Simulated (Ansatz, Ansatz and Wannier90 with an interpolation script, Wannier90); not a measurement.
Rows from a G0W0 calculation on GaN (F-43m) (Ansatz 0.2.0; G0W0 on LDA, plane waves, PAW; 8×8×8 mesh, 105 empty bands, screening to 160 eV), in eV. Spin-orbit coupling is left out.

```csv
row,k,band,start,Σx,Σc at the solution,Vxc
A,Γ,c1,11.012,-11.722,-3.708,-16.084
B,Γ,v1,9.280,-23.772,2.834,-20.438
```

Work out each quasiparticle level and how far it moved.

The quasiparticle equation reads E = start + Σx + Σc(E) − Vxc.

```csv
row,E (eV),shift (eV)
A,11.666,+0.654
B,8.780,−0.501
```

Limits: not at the basis limit; no spin-orbit coupling.

[Paths, hosts, dates, memory and timing lines, banners, echoed tables and standing remarks are left out of the program output.]

[Logs are printed without paths, hosts, clocks, repeated set-up lines and the standing remarks that a program may print on its own settings, such as how far it seeks lower states.]

[Runs of the session that timed out or met a known fault of the program may be left out.]

[Hosts, paths, dates, database ids (printed as entryN), source tags and the programs' standing remarks are cut or masked in the printed files.]
